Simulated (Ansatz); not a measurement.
# Cs (Im-3m, 1 atom in the cell): phonons and vibrational spectra

Wanted: vibrations and spectra of Cs (Im-3m, 1 atom in the cell); the cell is already relaxed.

Calculated with Ansatz 0.2.0; DFT PBE, scalar-relativistic, plane waves, PAW.

### Step 1. Set-up

The structure is cubic, space group Im-3m (No. 229). Conventional cell: a = 6.159 Å, b = 6.159 Å, c = 6.159 Å, α = 90.00°, β = 90.00°, γ = 90.00°.

### Step 2. Phonons on a q mesh

The cell comes from relaxations at this level that are not shown. Stability and thermal properties need the whole zone. Linear response on a 4×4×4 q mesh gives force constants as far as a supercell of that size would.

input.yaml reads:

```yaml
crystal:
  lattice:
    - [-3.0794321637, 3.0794321637, 3.0794321637]
    - [3.0794321637, -3.0794321637, 3.0794321637]
    - [3.0794321637, 3.0794321637, -3.0794321637]
  atoms:
    - { symbol: Cs, position: [0.0, 0.0, 0.0] }
kpoints:
  mp_grid: { grid: [12, 12, 12] }
hamiltonian:
  xc: pbe
scf:
  occupations: { method: methfessel_paxton, width: 0.15 }
output:
  eigenvalues: true
phonons:
  method: dfpt
  qmesh: [4, 4, 4]
  temperatures: { t_max: 1000, t_step: 50 }
  qpath:
    path:
      - [[0.0, 0.0, 0.0], [0.5, -0.5, 0.5], [0.0, 0.0, 0.5], [0.0, 0.0, 0.0], [0.25, 0.25, 0.25], [0.5, -0.5, 0.5]]
      - [[0.25, 0.25, 0.25], [0.0, 0.0, 0.5]]
    npoints: 10
```

Started as:

```sh
$ ansatz run input.yaml --threads 4 --pin off --max-ram 7168MiB --backend cpu --events-out ev --progress --plain --runs-dir out
```

Numbers of over 12 decimals in the logs are rounded to 6 here.

The log of the run:

```text
Engine: ansatz 0.2.0, aarch64-unknown-linux-gnu
Pseudopotentials: kind: paw
Pseudopotential: Cs, paw, valence charge 9, recommended cutoff 420 eV (normal), Cs.paw.azcp
Functional definition: PBE
  parameter kappa = 0.804
  parameter beta = 0.066725
  exchange = pbe_x(kappa = kappa, mu = beta*pi^2/3)
  correlation = pbe_c(beta = beta)
Crystal: 1 atoms, lattice volume = 116.808 Å³
Basis set: ecut = 420 eV, 2243 PW (Γ), exchange–correlation on 72×72×72 points (8 copies of the dense FFT grid, shifted against one another)
Bands: 9, of which v1, the nominal top of the filled ones, is band 5 counted from 1 (4 counted from 0)
Symmetry: 48 space group operations
k-points: 72 of 1728
Non-local potential: Cs, projectors of the file, l = 0: 3, l = 1: 2, l = 2: 2, l = 3: 2
PAW form: soft (Blöchl's): semilocal exchange-correlation on the pseudo side does not see the compensation charge
PAW one-centre angular grid: Cs, 194 points (default); XC on 64 Gauss nodes
Initial density: superposition of atomic densities (neutral atoms: chi_scale 0, normalization atom), corrected by the library's trained network
Initial wavefunctions: pseudopotential atomic-orbital guess
Functional: x = pbe(κ = 0.804, μ = 0.219515), c = pbe(β = 0.066725)
SCF iter   1: F=—  HF=-5670.762216 eV  |F-HF|=—  |Δ(HF+E_count)|=         —  Δρ=2.43e-4  dr2=4.07e-5  ethr=1.77e-3  ⟨swp⟩=6.0  Hψ=5256  notcnv=0
preconditioner: auto → Kerker (q_TF=auto, 1.780 Å⁻¹)  [metal: Δε(μ)=0.052 eV  Ē_g=2.671 eV  σ=0.150 eV  W_gap=0.28  n_scr=12 (ndim 8)  ℏωp=3.4 eV  f_vac=0.000  D(μ)=1.66/eV (n_scr^D=12)]
SCF iter   2: F=—  HF=-5670.762524 eV  |F-HF|=—  |Δ(HF+E_count)|=   3.08e-4  S|Δr|=    0.00e0  Δρ=1.44e-4  dr2=2.83e-5  ethr=4.52e-7  ⟨swp⟩=3.5  Hψ=1842  notcnv=0
SCF iter   3: F=—  HF=-5670.762560 eV  |F-HF|=—  |Δ(HF+E_count)|=   3.55e-5  S|Δr|=    0.00e0  Δρ=3.75e-5  dr2=3.18e-6  ethr=3.14e-7  ⟨swp⟩=2.5  Hψ=989  notcnv=0
SCF iter   4: F=—  HF=-5670.762560 eV  |F-HF|=—  |Δ(HF+E_count)|=   1.05e-7  S|Δr|=    0.00e0  Δρ=1.17e-5  dr2=5.76e-7  ethr=3.53e-8  ⟨swp⟩=1.5  Hψ=684  notcnv=0
SCF iter   5: F=—  HF=-5670.762560 eV  |F-HF|=—  |Δ(HF+E_count)|=   1.62e-7  S|Δr|=    0.00e0  Δρ=6.50e-6  dr2=8.35e-8  ethr=6.40e-9  ⟨swp⟩=2.0  Hψ=939  notcnv=0
SCF iter   6: F=—  HF=-5670.762560 eV  |F-HF|=—  |Δ(HF+E_count)|=   4.67e-8  S|Δr|=    0.00e0  Δρ=1.39e-6  dr2=1.15e-9  ethr=9.27e-10  ⟨swp⟩=2.2  Hψ=929  notcnv=0
SCF iter   7: F=—  HF=-5670.762560 eV  |F-HF|=—  |Δ(HF+E_count)|=   1.82e-9  S|Δr|=    0.00e0  Δρ=9.66e-8  dr2=1.87e-11  ethr=1.27e-11  ⟨swp⟩=2.0  Hψ=902  notcnv=0
SCF iter   8: F=-5670.762560 eV  HF=-5670.762560 eV  |F-HF|=0.00e0  |Δ(HF+E_count)|=  2.46e-11  S|Δr|=    0.00e0  Δρ=2.73e-8  dr2=8.55e-13  ethr=1.00e-12  ⟨swp⟩=5.7  Hψ=2461  notcnv=0
SCF 1 converged in 8 iterations: F = -5670.762560 eV  dr2 = 8.55e-13
  greatest PAW one-centre occupation: 0.930 electrons in one spin orbital (limit 2), on the Cs atom at site 0 (counted from 0), in its partial waves of l = 0
NSCF: frozen V_eff on 72 k-points
NSCF: frozen V_eff on 163 k-points
DFPT response loops at q = (0, 0, 0) (fractional): preconditioner auto → Kerker (q_TF=auto, 1.780 Å⁻¹) (partly filled bands, converged f_vac=0.000); β = 1.00, the filter's whole step (`scf.mixing.beta` (0.50) is not read by the response loops under this deck's `scf.mixing.preconditioner`; to damp them name `kerker` or `kerker_dos`, under which they read `scf.mixing.beta`, and type it under 1.00, their step now; both keys bind the ground state too); Broyden in place of MSR1
NSCF: frozen V_eff on 1872 k-points
DFPT response loops at q = (0, 0, 0.25) (fractional): mixed as the last ones told, above
NSCF: frozen V_eff on 952 k-points
DFPT response loops at q = (0, 0, -0.5) (fractional): mixed as the last ones told, above
NSCF: frozen V_eff on 3456 k-points
DFPT response loops at q = (0, 0.25, 0.25) (fractional): mixed as the last ones told, above
NSCF: frozen V_eff on 524 k-points
DFPT response loops at q = (0.25, 0.25, 0.25) (fractional): mixed as the last ones told, above
NSCF: frozen V_eff on 1020 k-points
DFPT response loops at q = (0.25, 0.25, -0.25) (fractional): mixed as the last ones told, above
NSCF: frozen V_eff on 1872 k-points
DFPT response loops at q = (0.25, -0.5, -0.5) (fractional): mixed as the last ones told, above
NSCF: frozen V_eff on 326 k-points
DFPT response loops at q = (-0.5, -0.5, -0.5) (fractional): mixed as the last ones told, above
SCF converged after 8 iterations
Stability not checked: this state was not tested for a lower state beside it, because cold or Methfessel-Paxton smearing, or corrected tetrahedra, fill the levels in a way that the test cannot read (fill_not_monotonic; see scf.lower_state_search)
Free energy (F): -5670.762560 eV
Harris-Foulkes:  -5670.762560 eV  (|F-HF|=0.00e0)
Internal energy: -5670.760014 eV  (E = F + TS)
E sigma→0 (E₀):  -5670.761924 eV
Entropy (-TS):   -0.002546 eV (-2.546 meV/atom)
Fermi energy:    2.163930 eV
--- Per-component energies (eV) ---
  E_band       = -92.823659
  E_kinetic    = 140.710505
  E_local      = -396.529221  (includes V_loc(G=0)·N_el)
  E_nonlocal   = 30.214472
  E_hartree    = 139.052488
  E_xc         = -172.849974
  E_vxc        = -124.505073  (∫ρ·V_xc dr)
  E_paw        = -5066.757625  (= ΣΔE_a)
  E_vpaw       = -20.819319  (= ΣTr[D̂ρ^β])
  E_aug_tail   = -0.000001  (compensation charges beyond the density's cutoff)
  E_ewald      = -344.600657
  E_smearing   = -0.002546  (= −TS)
  E_closure    = 0.000000  (closes the sum)
  Σ components = -5670.762560   (vs F -5670.762560, Δ=0.00e0)
--- Band table (eV; the first three rows and the last of 72) ---
  k-point 0: bands = ["-21.7008", "-8.4483", "-8.4483", "-8.4483", "0.5001", "4.6444", "4.6444", "4.6444", "5.4911"]
  k-point 1: bands = ["-21.7004", "-8.4573", "-8.4512", "-8.4483", "0.5759", "4.5596", "4.5727", "4.7191", "5.3545"]
  k-point 2: bands = ["-21.6993", "-8.4817", "-8.4592", "-8.4483", "0.7960", "4.2892", "4.3621", "4.9408", "5.2656"]
  k-point 71: bands = ["-21.6897", "-8.5412", "-8.5412", "-8.5412", "2.8235", "2.8235", "5.1167", "5.1167", "5.1167"]
--- Phonons (Γ-DFPT): 1 representative perturbation + reference (Σ response iterations 3) ---
  ASR residual: 1.086e-4 → 0.000e0 eV/Å²; symmetrization residual: 1.966e-14 eV/Å²
  ASR residual per site (eV/Å²): 1.09e-4
  Γ frequencies (cm⁻¹): 0.00 0.00 0.00
--- Phonons (arbitrary-q DFPT): 8 irreducible q on the 4×4×4 mesh ---
  q = [0.0000, 0.0000, 0.0000] (star 1, of the zone-centre solve; hermiticity 6.72e-11, symmetrization 1.68e-10): -0.00 -0.00 0.00
  q = [0.0000, 0.0000, 0.2500] (star 12, 2 solved perturbations in 1446 linear systems a pass and spin channel, the states on 936 of 1728 k-point pairs; hermiticity 1.33e-6, symmetrization 6.46e-7): 4.27 14.90 24.00
  q = [0.0000, 0.0000, -0.5000] (star 6, 2 solved perturbations in 756 linear systems a pass and spin channel, the states on 476 of 1728 k-point pairs; hermiticity 1.86e-9, symmetrization 2.12e-9): 5.73 21.26 35.29
  q = [0.0000, 0.2500, 0.2500] (star 24, 2 solved perturbations in 2664 linear systems a pass and spin channel, the states on 1728 of 1728 k-point pairs; hermiticity 4.25e-7, symmetrization 5.13e-13): 12.84 24.38 32.10
  q = [0.2500, 0.2500, 0.2500] (star 2, 1 solved perturbation on 262 of 1728 k-point pairs; hermiticity 1.87e-8, symmetrization 9.36e-9): 26.18 26.18 26.18
  q = [0.2500, 0.2500, -0.2500] (star 6, 2 solved perturbations in 804 linear systems a pass and spin channel, the states on 510 of 1728 k-point pairs; hermiticity 9.89e-9, symmetrization 3.81e-9): 22.07 22.07 24.50
  q = [0.2500, -0.5000, -0.5000] (star 12, 2 solved perturbations in 1446 linear systems a pass and spin channel, the states on 936 of 1728 k-point pairs; hermiticity 8.77e-8, symmetrization 8.50e-8): 22.52 27.61 33.83
  q = [-0.5000, -0.5000, -0.5000] (star 1, 1 solved perturbation on 163 of 1728 k-point pairs; hermiticity 5.67e-8, symmetrization 2.84e-8): 32.73 32.73 32.73
  sum rule: each row above includes the acoustic sum rule's correction from the zone centre's row sums; it moved no ω² by more than (0.47 cm⁻¹)²
  mesh force constants: q→R imaginary residual 0.00e0; ASR residual 1.086e-4 → 0.000e0 eV/Å²; symmetrization residual 1.665e-16 eV/Å²
  interpolated dispersion: 62 rows × 3 modes
  density of states and harmonic sums: on the 16×16×16 q-mesh, interpolated from the force constants of a 4×4×4 supercell (no non-analytic term)
  largest difference from the sums on the solved wave vectors: F 9.80e-3 eV, S 1.38e-5 and C_V 3.98e-6 eV/K
  zero-point energy: 0.004140 eV/cell   skipped modes (ω ≤ 0): 3   left out of the sums: 2.44e-4 of the cell's modes: C_V's classical limit lies that fraction below 3 k_B per atom; for a crystal, a wire or a layer, F and S can be off by more, and a phonons.interpolated_qmesh denser along its periods is the remedy for the sampling
```

Elapsed: 3.2 min, on 4 threads of Arm Neoverse V1, shared host; peak memory 3.9 GiB.

Numbers from this step:

```yaml
volume_per_atom: 116.8 Å³
gap_on_the_k_mesh: 0 eV
sum_rule_residual_before_enforcement: 1.09e-4 eV/Å²
lowest_frequency_on_the_path: 0 cm⁻¹
highest_frequency_on_the_path_or_at_a_solved_wavevector: 35.3 cm⁻¹
mean_frequency: 22.3 cm⁻¹
debye_temperature_second_moment: 44 K
logarithmic_mean_frequency: 20.2 cm⁻¹
lowest_mode_on_the_q_mesh_acoustic_modes_at_gamma_apart: 4.27 cm⁻¹
zero_point_energy_per_atom: 4.14 meV
heat_capacity_at_300_k: 24.91 J/(mol atoms K)
vibrational_entropy_at_300_k: 83.13 J/(mol atoms K)
```

Frequencies (cm⁻¹) solved at each irreducible wavevector; negative means imaginary. Frequencies by wavevector, by row:

| q in reciprocal lattice units | star | mode 1 | mode 2 | mode 3 |
| --- | --- | --- | --- | --- |
| 0 0 0 | 1 | 0 | 0 | 0 |
| 0 0 0.25 | 12 | 4.3 | 14.9 | 24 |
| 0 0 -0.5 | 6 | 5.7 | 21.3 | 35.3 |
| 0 0.25 0.25 | 24 | 12.8 | 24.4 | 32.1 |
| 0.25 0.25 0.25 | 2 | 26.2 | 26.2 | 26.2 |
| 0.25 0.25 -0.25 | 6 | 22.1 | 22.1 | 24.5 |
| 0.25 -0.5 -0.5 | 12 | 22.5 | 27.6 | 33.8 |
| -0.5 -0.5 -0.5 | 1 | 32.7 | 32.7 | 32.7 |

Interpolated from a 4×4×4 q mesh. Phonon branches along the path, in cm⁻¹:

```
    point  branch 1  branch 2  branch 3
        Γ         0         0         0
  halfway        22        22        24
        H        33        33        33
  halfway        22        28        34
        N         6        21        35
  halfway         4        15        24
        Γ         0         0         0
  halfway        14        14        28
        P        26        26        26
  halfway        17        31        31
        H        33        33        33
jump to P        26        26        26
  halfway        15        24        33
        N         6        21        35
```

The phonon branches as a text plot (rows in cm⁻¹):

```
     35 |                 *****                               ***
     33 |          *******     *                        ***
     32 |         ** **         *            **     **** *  **
     30 |        **    *                    *      *    *
     29 |        *     **                      *  *        *
     27 |       *        *                 *     *
     26 |       *       * *                     *      *   **
     24 |     **                 *        *    *           * *
     23 |     **         * *                     *            *
     21 |    *              ***               *       *        **
     20 |                      *  *          *              *
     18 |    *            *     *        *        *
     17 |   *                               *        *       *
     15 |                        * *
     14 |   *                              *       **
     13 |                         *     *                     *
     11 |  *               *              *
     10 |  *                       **
      8 |                   *            *                     *
      7 |                           *  *                        *
      5 | *                  ****    *  *
      4 |                        **  *
      2 |                          **  *
      1 |*                           **
         Γ           H       N        Γ         P        H|P    N
```

Tetrahedra on a 16×16×16 mesh, mean over bins of 1 cm-1. Interpolated from a 4×4×4 q mesh. Phonon density of states against wavenumber; read off at these points:

wavenumber (cm⁻¹), phonon density of states (1/cm⁻¹/cell) and a bar:
```
      0.5      0.001 
      1.5      0.001 
      2.5      0.003 
      4.5      0.014 ##
      5.5      0.025 ###
      6.5      0.045 #####
      7.5      0.055 ######
      8.5      0.059 #######
     10.5      0.077 #########
     11.5      0.085 ##########
     12.5      0.098 ###########
     13.5      0.110 #############
     14.5      0.100 ###########
     16.5      0.080 #########
     17.5      0.079 #########
     18.5      0.082 #########
     19.5      0.087 ##########
     21.5      0.119 ##############
     22.5      0.121 ##############
     23.5      0.116 #############
     24.5      0.115 #############
     25.5      0.109 ############
     27.5      0.097 ###########
     28.5      0.095 ###########
     29.5      0.100 ###########
     30.5      0.115 #############
     31.5      0.160 ##################
     32.5      0.263 ##############################
     33.5      0.150 #################
     34.5      0.074 ########
     35.5      0.004
```

Second derivatives of the energy by pair, one row for each kind of neighbour of each atom listed. Each entry sums the pair over the periodic images of the supercell that the q mesh stands for, and in a polar crystal it holds the long-range dipole part too. Force constants by pair, by row:

```
atom  neighbour  distance (Å)  third of the trace (eV/Å²)  along the pair's line (eV/Å²)
 Cs1     itself             0                      0.2771                              –
 Cs1         Cs         5.334                     -0.0326                        -0.1066
 Cs1         Cs         6.159                     -0.0066                        -0.0179
```

Harmonic thermodynamic functions per atom, from the density of states. Interpolated from a 4×4×4 q mesh. Thermodynamic functions, by row:

```
T (K)  F_vib (meV/atom)  S (J/mol-atom/K)  C_V (J/mol-atom/K)
    0              4.14                 0                   0
   50             -6.74             38.91               23.99
  100            -31.78             55.84                24.7
  200            -99.57             73.03               24.88
  300            -180.8             83.13               24.91
  400            -270.9              90.3               24.92
  500            -367.5             95.86               24.93
  600            -469.2             100.4               24.93
  700            -575.4             104.2               24.93
  800            -685.2             107.6               24.93
  900            -798.2             110.5               24.93
 1000            -914.1             113.1               24.93
```

Harmonic mean-square displacement, third of the trace. Interpolated from a 4×4×4 q mesh. Mean square displacements, by row:

| T (K) | Cs1 U_eq (Å²) |
| --- | --- |
| 0 | 0.00708 |
| 100 | 0.07712 |
| 300 | 0.2306 |
| 600 | 0.4609 |

Symmetry leaves 8 wavevectors to solve. The lowest mode among them, the acoustic zeros apart, lies at q = (0, 0, 0.25) and is real, 4.3 cm⁻¹.

[end of part 1 of 2]

[Logs are printed without paths, hosts, clocks, repeated set-up lines and the standing remarks that a program may print on its own settings, such as how far it seeks lower states.]

[Hosts, paths, dates, database ids (printed as entryN), source tags and the programs' standing remarks are cut or masked in the printed files.]
